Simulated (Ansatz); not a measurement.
## Work function of Sc(0001): what the settings cost and change

How far do functional and pseudopotentials move the work function of Sc(0001), and at what cost?

Main program and level: Ansatz 0.2.0; plane-wave DFT, PBE, Ansatz PAW, in the first sound run; inputs show where later runs differ.

### Step 1. Starting point

The cell holds 7 atoms: 7 Sc. Its edges and angles: a = 3.310 Å, b = 3.310 Å, c = 33.828 Å, α = 90.0°, β = 90.0°, γ = 60.0°. Vacuum lies along c.

Coordinates:

```cif
data_structure
_symmetry_space_group_name_H-M 'P 1'
_symmetry_Int_Tables_number 1
_cell_length_a 3.3100
_cell_length_b 3.3100
_cell_length_c 33.8284
_cell_angle_alpha 90.000
_cell_angle_beta 90.000
_cell_angle_gamma 60.000
_cell_volume 320.97
loop_
_atom_site_label
_atom_site_type_symbol
_atom_site_fract_x
_atom_site_fract_y
_atom_site_fract_z
_atom_site_occupancy
Sc1 Sc 0.00000 0.00000 0.26605 1
Sc2 Sc 0.66667 0.66667 0.34403 1
Sc3 Sc 0.00000 0.00000 0.42202 1
Sc4 Sc 0.66667 0.66667 0.50000 1
Sc5 Sc 0.00000 0.00000 0.57798 1
Sc6 Sc 0.66667 0.66667 0.65597 1
Sc7 Sc 0.00000 0.00000 0.73395 1
```

### Step 2. Run, setting PBE, Ansatz PAW (420 eV)

A work function rests on the faint tail of the density, so the SCF threshold is tight. PBE on the default files comes first; the next runs keep the geometry and change functional or files, each at the cutoff that its files recommend; a relaxation and, for heavy metals, spin-orbit coupling close the ladder.

File input.yaml:

```yaml
crystal:
  lattice:
    - [3.31, 0.0, 0.0]
    - [1.655, 2.8665440865, 0.0]
    - [0.0, 0.0, 33.82842]
  atoms:
    - { symbol: Sc, position: [0.0, 0.0, 0.2660484882] }
    - { symbol: Sc, position: [0.6666666667, 0.6666666667, 0.3440323255] }
    - { symbol: Sc, position: [0.0, 0.0, 0.4220161627] }
    - { symbol: Sc, position: [0.6666666667, 0.6666666667, 0.5] }
    - { symbol: Sc, position: [0.0, 0.0, 0.5779838373] }
    - { symbol: Sc, position: [0.6666666667, 0.6666666667, 0.6559676745] }
    - { symbol: Sc, position: [0.0, 0.0, 0.7339515118] }
kpoints:
  mp_grid: { grid: [14, 14, 1] }
hamiltonian:
  xc: pbe
scf:
  occupations: { method: fermi_dirac, width: 0.1 }
  convergence: { dr2_threshold: 1.0e-09 }
efield:
  axis: 3
  dipole_correction: true
  ramp_position: 0.97
  ramp_width: 0.06
output:
  write_potential: true
  write_density: true
  volumetric_format: npy
  elf: true
```

Launch:

```
$ ansatz run input.yaml --threads 2 --pin off --max-ram 3072MiB --backend cpu --events-out ev --progress --plain --runs-dir out
```

Standard output:

```text
Engine: ansatz 0.2.0, x86_64-unknown-linux-gnu
Pseudopotentials: kind: paw
Pseudopotential: Sc, paw, valence charge 11, recommended cutoff 420 eV (normal), Sc.paw.azcp
Functional definition: PBE
  parameter kappa = 0.804
  parameter beta = 0.066725
  exchange = pbe_x(kappa = kappa, mu = beta*pi^2/3)
  correlation = pbe_c(beta = beta)
Crystal: 7 atoms, lattice volume = 320.973 Å³
Basis set: ecut = 420 eV, 6413 PW (Γ)
Bands: 47, of which v1, the nominal top of the filled ones, is band 39 counted from 1 (38 counted from 0)
Symmetry: 6 space group operations
k-points: 24 of 196 (time reversal used)
Non-local potential: Sc, projectors of the file, l = 0: 3, l = 1: 2, l = 2: 3, l = 3: 1
PAW form: soft (Blöchl's): semilocal exchange-correlation on the pseudo side does not see the compensation charge
PAW one-centre angular grid: Sc, 590 points (default); XC on 64 Gauss nodes
Initial density: superposition of atomic densities (neutral atoms: chi_scale 0, normalization atom), corrected by the library's trained network
Initial wavefunctions: pseudopotential atomic-orbital guess
Functional: x = pbe(κ = 0.804, μ = 0.219515), c = pbe(β = 0.066725)
SCF iter   1: F=—  HF=-14949.387216 eV  |F-HF|=—  |Δ(HF+E_count)|=         —  Δρ=2.35e-3  dr2=8.88e-2  ethr=1.77e-3  p=0.000 e·Å  D=1.66e-13 V/Å  ΔV_dip=-0.00 eV  dr2_dipole=2.19e-6  V_vac-E_F(+/−)=3.51/3.51 eV  ⟨swp⟩=8.0  Hψ=11255  notcnv=0
efield: sawtooth ramp at fractional position 0.9700 (set: `efield.ramp_position`, or a place that a band, a saddle search or an elastic batch's reference lends), width 0.0600; the density the first Hamiltonian is built on has a dipole p = 0.000 e·Å; the dipole correction subtracts the counter field D = 1.66e-13 V/Å, which shifts the + side's vacuum level by -0.00 eV against the − side's; the planar-averaged density in the ramp window peaks in size at 3.1e-5 e/Å³
automatic band count: the SCF goes on with 55 bands, as 47 were too few: the levels above may hold too much charge
preconditioner: auto → LDOS  [metal: Δε(μ)=0.004 eV  Ē_g=2.504 eV  σ=0.100 eV  W_gap=0.01  n_scr=22 (ndim 8)  ℏωp=9.5 eV  f_vac=0.406  D(μ)=15.93/eV (n_scr^D=170)  β→1.0]
SCF iter   2: F=—  HF=-14949.386740 eV  |F-HF|=—  |Δ(HF+E_count)|=   4.76e-4  Δρ=1.04e-3  dr2=8.46e-3  ethr=1.15e-4  p=0.000 e·Å  D=3.42e-5 V/Å  ΔV_dip=-0.00 eV  dr2_dipole=3.93e-6  V_vac-E_F(+/−)=3.59/3.59 eV  ⟨swp⟩=2.0  Hψ=1649  notcnv=0
SCF iter   3: F=—  HF=-14949.386668 eV  |F-HF|=—  |Δ(HF+E_count)|=   7.19e-5  Δρ=2.78e-4  dr2=5.96e-4  ethr=1.10e-5  p=0.000 e·Å  D=4.34e-6 V/Å  ΔV_dip=-0.00 eV  dr2_dipole=1.32e-7  V_vac-E_F(+/−)=3.61/3.61 eV  ⟨swp⟩=1.9  Hψ=1472  notcnv=0
SCF iter   4: F=—  HF=-14949.386703 eV  |F-HF|=—  |Δ(HF+E_count)|=   3.54e-5  Δρ=1.70e-4  dr2=1.66e-4  ethr=7.75e-7  p=0.000 e·Å  D=3.84e-6 V/Å  ΔV_dip=-0.00 eV  dr2_dipole=4.64e-9  V_vac-E_F(+/−)=3.63/3.63 eV  ⟨swp⟩=2.0  Hψ=2106  notcnv=0
SCF iter   5: F=—  HF=-14949.386685 eV  |F-HF|=—  |Δ(HF+E_count)|=   1.80e-5  Δρ=4.24e-5  dr2=1.53e-5  ethr=2.15e-7  p=0.000 e·Å  D=5.64e-8 V/Å  ΔV_dip=-0.00 eV  dr2_dipole=1.27e-8  V_vac-E_F(+/−)=3.64/3.64 eV  ⟨swp⟩=2.0  Hψ=2089  notcnv=0
SCF iter   6: F=—  HF=-14949.386687 eV  |F-HF|=—  |Δ(HF+E_count)|=   2.36e-6  Δρ=1.36e-5  dr2=2.89e-6  ethr=1.98e-8  p=-0.000 e·Å  D=-1.14e-7 V/Å  ΔV_dip=0.00 eV  dr2_dipole=2.78e-10  V_vac-E_F(+/−)=3.64/3.64 eV  ⟨swp⟩=2.1  Hψ=1947  notcnv=0
SCF iter   7: F=—  HF=-14949.386588 eV  |F-HF|=—  |Δ(HF+E_count)|=   9.91e-5  Δρ=7.59e-6  dr2=1.05e-6  ethr=3.75e-9  p=0.000 e·Å  D=1.90e-8 V/Å  ΔV_dip=-0.00 eV  dr2_dipole=2.24e-9  V_vac-E_F(+/−)=3.65/3.65 eV  ⟨swp⟩=2.0  Hψ=1572  notcnv=0
SCF iter   8: F=—  HF=-14949.386588 eV  |F-HF|=—  |Δ(HF+E_count)|=   1.20e-8  Δρ=2.81e-6  dr2=1.15e-7  ethr=1.36e-9  p=-0.000 e·Å  D=-6.94e-8 V/Å  ΔV_dip=0.00 eV  dr2_dipole=1.30e-11  V_vac-E_F(+/−)=3.65/3.65 eV  ⟨swp⟩=2.5  Hψ=1794  notcnv=0
SCF iter   9: F=—  HF=-14949.386588 eV  |F-HF|=—  |Δ(HF+E_count)|=   7.43e-9  Δρ=7.87e-7  dr2=7.10e-9  ethr=1.50e-10  p=0.000 e·Å  D=1.27e-8 V/Å  ΔV_dip=-0.00 eV  dr2_dipole=2.13e-11  V_vac-E_F(+/−)=3.65/3.65 eV  ⟨swp⟩=2.6  Hψ=1886  notcnv=0
SCF iter  10: F=-14949.386588 eV  HF=-14949.386588 eV  |F-HF|=5.82e-11  |Δ(HF+E_count)|=   2.04e-9  Δρ=2.43e-7  dr2=3.75e-10  ethr=1.30e-12  p=0.000 e·Å  D=1.68e-8 V/Å  ΔV_dip=-0.00 eV  dr2_dipole=3.48e-14  V_vac-E_F(+/−)=3.65/3.65 eV  ⟨swp⟩=6.6  Hψ=3095  notcnv=0
SCF 1 converged in 10 iterations: F = -14949.386588 eV  dr2 = 3.75e-10
  greatest PAW one-centre occupation: 0.998 electrons in one spin orbital (limit 2), on the Sc atom at site 3 (counted from 0), in its partial waves of l = 0
WARN: The output density's exchange-correlation potential varies sharply where the density is thin. Do not read a vacuum level from v_tot or v_xc, or from such a field of the output density. On a cell that repeats whose density bears no net charge and no dipole along the vacuum's axis use v_es (v_loc + v_h of the components); under efield.dipole_correction with no amplitude use v_es + v_field, which holds any externa [...]
SCF converged after 10 iterations
Free energy (F): -14949.386588 eV
Harris-Foulkes:  -14949.386588 eV  (|F-HF|=5.82e-11)
Internal energy: -14948.869487 eV  (E = F + TS)
E sigma→0 (E₀):  -14949.128038 eV
Entropy (-TS):   -0.517101 eV (-73.872 meV/atom)
Fermi energy:    3.428108 eV
Dipole field:    D = -0.000000 V/Å  (p = -0.000000 e·Å, saw-weighted, corrected)
Work function:   Φ+ = 3.6468 eV   Φ− = 3.6468 eV
Levels:          The Fermi level and band energies are counted from a zero that moves with the ramp; work functions are not
--- Per-component energies (eV) ---
  E_band       = -1637.852273
  E_kinetic    = 1817.762156
  E_local      = -72857.533194  (includes V_loc(G=0)·N_el)
  E_nonlocal   = 583.382201
  E_hartree    = 35264.161747
  E_xc         = -725.545774
  E_vxc        = -897.606329  (∫ρ·V_xc dr)
  E_paw        = -6688.282101  (= ΣΔE_a)
  E_vpaw       = -812.176758  (= ΣTr[D̂ρ^β])
  E_aug_tail   = 0.000075  (compensation charges beyond the density's cutoff)
  E_efield     = 0.000000  (sawtooth field / dipole correction)
  E_vefield    = 0.000000  (∫n·V_field dr)
  E_ewald      = 27657.185401
  E_smearing   = -0.517101  (= −TS)
  E_closure    = 0.000000  (closes the sum)
  Σ components = -14949.386588   (vs F -14949.386588, Δ=0.00e0)
--- Band table (eV; the first three rows and the last of 24) ---
  k-point 0: bands = [... 35 lower, 3.5195, 3.5220, 3.8338, 3.9277, 4.1705, 4.5001, 4.7979, 4.7979, ... 12 higher]
  k-point 1: bands = [... 35 lower, 3.5276, 3.5327, 3.7558, 3.8740, 4.1374, 4.4799, 4.6723, 4.6992, ... 12 higher]
  k-point 2: bands = [... 35 lower, 3.4993, 3.5074, 3.5882, 3.7722, 4.0694, 4.3986, 4.4223, 4.4658, ... 12 higher]
  k-point 23: bands = [... 35 lower, 2.9804, 3.0280, 3.1397, 3.1933, 3.3987, 3.5293, 3.6490, 3.8203, ... 12 higher]
```

Run time: 40 s. Hardware: 2 threads of Intel Xeon 6975P-C (Granite Rapids), shared host; peak memory 0.84 GiB; 65 s of CPU time.

Numbers from this step:

```
energy at zero smearing   : -14949.1280 eV
work function, upper face : 3.647 eV
```

Running mean over 2.638 Å of the planar mean; the ramp of the sawtooth is left out. Table of electron's electrostatic potential energy less the Fermi level by z:

z (Å), electron's electrostatic potential energy less the Fermi level (eV) and a bar from the least value:
```
        4       3.64 ##############################
        5       3.61 ##############################
        6       3.38 #############################
        7       1.89 ########################
        8      -3.48 #######
        9      -5.55 
       10      -5.26 #
       11      -5.16 #
       12      -5.20 #
       13      -5.24 #
       14      -5.24 #
       15      -5.24 #
       16      -5.24 #
       17      -5.24 #
       18      -5.24 #
       19      -5.24 #
       20      -5.25 #
       21      -5.23 #
       22      -5.19 #
       23      -5.16 #
       24      -5.31 #
       25      -5.52 
       26      -2.51 ##########
       27       2.37 ##########################
       28       3.46 #############################
       29       3.62 ##############################
       30       3.64 ##############################
```

ELF in the ca plane at fractional y = 0.000, with atoms of Sc within 0.2 Å of it. It is the smooth field of the valence electrons, not physical close to the nuclei.

Ten even steps from '0' (0.00) to '9' (0.76), each cell a mean:
```
95782278888732785861488888614966940011000000
78841354334531489721454345521688610111000000
12212431111343122113421112342122112332100000
32235521221145422246411211255322345542100000
43356521221146533466311221266533466642100000
11124521111244211134411111353211124432100000
46521342212441256412432123431356311221100000
98972266666631698941476667623888820011000000
82483279999732861772489999614833950000000000
```
Columns run along c (16.0 Å, from fractional 0.41 to 0.88 of the cell), rows up along a (3.3 Å). Atoms in or near the plane, at fractional coordinates: Sc at (0.42, 0.00), Sc at (0.58, 0.00), Sc at (0.73, 0.00).

Valence density in the ca plane at fractional y = 0.000, with atoms of Sc within 0.2 Å of it. It is the smooth field of the valence electrons, not physical close to the nuclei.

Ten steps, logarithmic in the rise over the least value, from '0' (0.0 e/Å³) to '9' (7.3 e/Å³), each cell a mean:
```
89973222222223799862222222224899841000000000
67752222222222477642222222223577521000000000
33322222222222234322222222222333211000000000
22222122332221222221223332222222111000000000
22221222332221222221223332222222111000000000
22222122332222222222222322222222211000000000
46532222222222356432222222222455421000000000
79863222222223689852222222224788731000000000
99984222222223799963222222225899841000000000
```
Columns run along c (16.0 Å, from fractional 0.41 to 0.88 of the cell), rows up along a (3.3 Å). Atoms in or near the plane, at fractional coordinates: Sc at (0.42, 0.00), Sc at (0.58, 0.00), Sc at (0.73, 0.00).

Electrostatic potential energy in the ca plane at fractional y = 0.000, with atoms of Sc within 0.2 Å of it. With pseudopotentials it is smooth inside the atoms' cores, unlike the true potential.

Ten even steps from '0' (-60 eV) to '9' (7 eV), each cell a mean:
```
20047999999998510268999999997300378999999999
64578999999998754579999999998644689999999999
87889999889999887899998889999877899999999999
99999998878999999999998788999999999999999999
99999998778999999999998778999999999999999999
98899998888999988899998889999988999999999999
76679999999999866789999999998766789999999999
41258999999998631378999999997412579999999999
10037999999998400158999999986200278999999999
```
Columns run along c (16.0 Å, from fractional 0.41 to 0.88 of the cell; values clipped at the 3rd and 97th percentile), rows up along a (3.3 Å). Atoms in or near the plane, at fractional coordinates: Sc at (0.42, 0.00), Sc at (0.58, 0.00), Sc at (0.73, 0.00).

The work function is 3.647 eV.

### Step 3. Run

This step: plane-wave DFT, LDA, Ansatz PAW (Ansatz 0.2.0).

Changes to input.yaml since step 2:

```diff
@@ -16,3 +16,3 @@
 hamiltonian:
-  xc: pbe
+  xc: lda
 scf:
@@ -29,2 +29 @@
   volumetric_format: npy
-  elf: true
```

Standard output:

```text
[...]
Crystal: 7 atoms, lattice volume = 320.973 Å³
Basis set: ecut = 420 eV, 6413 PW (Γ)
Bands: 47, of which v1, the nominal top of the filled ones, is band 39 counted from 1 (38 counted from 0)
Symmetry: 6 space group operations
k-points: 24 of 196 (time reversal used)
[...]
k-point 0: bands = [... 35 lower, 3.3190, 3.3201, 3.6899, 3.7294, 3.9377, 4.2501, 4.5389, 4.5389, ... 12 higher]
  k-point 1: bands = [... 35 lower, 3.3326, 3.3329, 3.6010, 3.6644, 3.8990, 4.2277, 4.4156, 4.4425, ... 12 higher]
  k-point 2: bands = [... 35 lower, 3.3131, 3.3308, 3.3909, 3.5383, 3.8214, 4.1442, 4.1706, 4.2116, ... 12 higher]
  k-point 23: bands = [... 35 lower, 2.7733, 2.8099, 2.9328, 2.9845, 3.1885, 3.3108, 3.4361, 3.6008, ... 12 higher]
[key lines of the parts left out:]
SCF converged after 10 iterations
Free energy (F): -14621.308870 eV
Fermi energy:    3.217791 eV
Dipole field:    D = -0.000000 V/Å  (p = -0.000000 e·Å, saw-weighted, corrected)
Work function:   Φ+ = 3.7808 eV   Φ− = 3.7808 eV
```

Elapsed: 42 s, on 2 threads; peak memory 0.83 GiB.

The work function is 3.781 eV, +0.134 eV from the run “PBE, Ansatz PAW (420 eV)”, at 1.1 times its CPU time.

### Step 4. Run

This step: plane-wave DFT, PBEsol, Ansatz PAW (Ansatz 0.2.0).

Changes to input.yaml since step 3:

```diff
@@ -16,3 +16,3 @@
 hamiltonian:
-  xc: lda
+  xc: pbesol
 scf:
```

Standard output:

```text
[...]
Crystal: 7 atoms, lattice volume = 320.973 Å³
Basis set: ecut = 420 eV, 6413 PW (Γ)
Bands: 47, of which v1, the nominal top of the filled ones, is band 39 counted from 1 (38 counted from 0)
Symmetry: 6 space group operations
k-points: 24 of 196 (time reversal used)
[...]
k-point 0: bands = [... 35 lower, 3.4420, 3.4442, 3.7622, 3.8496, 4.0892, 4.4183, 4.7142, 4.7142, ... 12 higher]
  k-point 1: bands = [... 35 lower, 3.4506, 3.4554, 3.6832, 3.7951, 4.0558, 4.3981, 4.5884, 4.6155, ... 12 higher]
  k-point 2: bands = [... 35 lower, 3.4232, 3.4334, 3.5109, 3.6916, 3.9875, 4.3148, 4.3379, 4.3838, ... 12 higher]
  k-point 23: bands = [... 35 lower, 2.9016, 2.9478, 3.0611, 3.1132, 3.3204, 3.4483, 3.5691, 3.7397, ... 12 higher]
[key lines of the parts left out:]
SCF converged after 10 iterations
Free energy (F): -14778.084791 eV
Fermi energy:    3.350223 eV
Dipole field:    D = -0.000002 V/Å  (p = -0.000003 e·Å, saw-weighted, corrected)
Work function:   Φ+ = 3.6970 eV   Φ− = 3.6969 eV
```

Elapsed: 42 s, on 2 threads; peak memory 0.83 GiB.

The work function is 3.697 eV, +0.050 eV from the run “PBE, Ansatz PAW (420 eV)”, at 1.1 times its CPU time.

### Step 5. Run

This step: plane-wave DFT, RPBE, Ansatz PAW (Ansatz 0.2.0).

Changes to input.yaml since step 4:

```diff
@@ -16,3 +16,3 @@
 hamiltonian:
-  xc: pbesol
+  xc: rpbe
 scf:
```

Standard output:

```text
[...]
Crystal: 7 atoms, lattice volume = 320.973 Å³
Basis set: ecut = 420 eV, 6413 PW (Γ)
Bands: 47, of which v1, the nominal top of the filled ones, is band 39 counted from 1 (38 counted from 0)
Symmetry: 6 space group operations
k-points: 24 of 196 (time reversal used)
[...]
k-point 0: bands = [... 35 lower, 3.6207, 3.6243, 3.9134, 4.0281, 4.2823, 4.6174, 4.9170, 4.9170, ... 12 higher]
  k-point 1: bands = [... 35 lower, 3.6263, 3.6325, 3.8402, 3.9790, 4.2516, 4.5984, 4.7911, 4.8176, ... 12 higher]
  k-point 2: bands = [... 35 lower, 3.5927, 3.5935, 3.6926, 3.8864, 4.1879, 4.5178, 4.5396, 4.5844, ... 12 higher]
  k-point 23: bands = [... 35 lower, 3.0825, 3.1342, 3.2415, 3.2955, 3.5014, 3.6335, 3.7555, 3.9261, ... 12 higher]
[key lines of the parts left out:]
SCF converged after 11 iterations
Free energy (F): -14979.931133 eV
Fermi energy:    3.530348 eV
Dipole field:    D = -0.000001 V/Å  (p = -0.000002 e·Å, saw-weighted, corrected)
Work function:   Φ+ = 3.5593 eV   Φ− = 3.5593 eV
```

Wall time 43 s (2 threads); peak memory 0.83 GiB.

The work function is 3.559 eV, -0.087 eV from the run “PBE, Ansatz PAW (420 eV)”, at 1.2 times its CPU time.

### Step 6. Run

This step: plane-wave DFT, r2SCAN, Ansatz PAW (Ansatz 0.2.0).

Changes to input.yaml since step 5:

```diff
@@ -16,3 +16,3 @@
 hamiltonian:
-  xc: rpbe
+  xc: r2scan
 scf:
```

Standard output:

```text
[...]
Crystal: 7 atoms, lattice volume = 320.973 Å³
Basis set: ecut = 500 eV, 8043 PW (Γ), exchange–correlation on 100×100×1000 points (64 copies of the dense FFT grid, shifted against one another)
Bands: 47, of which v1, the nominal top of the filled ones, is band 39 counted from 1 (38 counted from 0)
Symmetry: 6 space group operations
[...]
k-point 0: bands = [... 35 lower, 3.4531, 3.4549, 3.7272, 3.9306, 4.2453, 4.6282, 4.9479, 4.9479, ... 4 higher]
  k-point 1: bands = [... 35 lower, 3.4518, 3.4582, 3.6751, 3.8948, 4.2202, 4.6106, 4.8146, 4.8405, ... 4 higher]
  k-point 2: bands = [... 35 lower, 3.3847, 3.4291, 3.5853, 3.8245, 4.1648, 4.5228, 4.5405, 4.5958, ... 4 higher]
  k-point 23: bands = [... 35 lower, 2.9320, 3.0151, 3.0951, 3.1538, 3.3671, 3.4980, 3.6781, 3.8440, ... 4 higher]
[key lines of the parts left out:]
SCF converged after 11 iterations
Free energy (F): -14982.585548 eV
Fermi energy:    3.405913 eV
Dipole field:    D = -0.000001 V/Å  (p = -0.000002 e·Å, saw-weighted, corrected)
Work function:   Φ+ = 3.7479 eV   Φ− = 3.7479 eV
```

Wall time 67 s (2 threads); peak memory 1.3 GiB.

The work function is 3.748 eV, +0.101 eV from the run “PBE, Ansatz PAW (420 eV)”, at 1.9 times its CPU time.

### Step 7. Run

This step: plane-wave DFT, PBE, JTH PAW (Ansatz 0.2.0).

Changes to input.yaml since step 6:

```diff
@@ -16,3 +16,4 @@
 hamiltonian:
-  xc: r2scan
+  xc: pbe
+  pseudopotentials: { kind: paw, source: jth }
 scf:
```

Standard output:

```text
[...]
k-point 0: bands = [... 35 lower, 3.4430, 3.4454, 3.7581, 3.8518, 4.0946, 4.4243, 4.7223, 4.7223, ... 12 higher]
  k-point 1: bands = [... 35 lower, 3.4511, 3.4562, 3.6800, 3.7980, 4.0614, 4.4041, 4.5966, 4.6235, ... 12 higher]
  k-point 2: bands = [... 35 lower, 3.4232, 3.4315, 3.5119, 3.6957, 3.9932, 4.3228, 4.3465, 4.3898, ... 12 higher]
  k-point 23: bands = [... 35 lower, 2.9045, 2.9518, 3.0638, 3.1172, 3.3226, 3.4531, 3.5729, 3.7440, ... 12 higher]
[key lines of the parts left out:]
SCF converged after 14 iterations
Free energy (F): -14947.449793 eV
Fermi energy:    3.352021 eV
Dipole field:    D = 0.000001 V/Å  (p = 0.000001 e·Å, saw-weighted, corrected)
Work function:   Φ+ = 3.6464 eV   Φ− = 3.6464 eV
```

Run time: 3.2 min. Hardware: 2 threads; peak memory 2.7 GiB.

The work function is 3.646 eV, -0.000 eV from the run “PBE, Ansatz PAW (420 eV)”, at 5.8 times its CPU time.

(Part 1 of 2 ends here.)

[Long decimals in the printed logs are rounded to 6 places.]

[Logs are printed without paths, hosts, clocks, repeated set-up lines and the standing remarks that a program may print on its own settings, such as how far it seeks lower states.]

[Hosts, paths, dates, database ids (printed as entryN), source tags and the programs' standing remarks are cut or masked in the printed files.]

[Maps of the electrostatic potential energy from Ansatz leave out the sawtooth potential of an applied field or a dipole correction, so their vacuum need not be flat; planar profiles and work functions include it.]
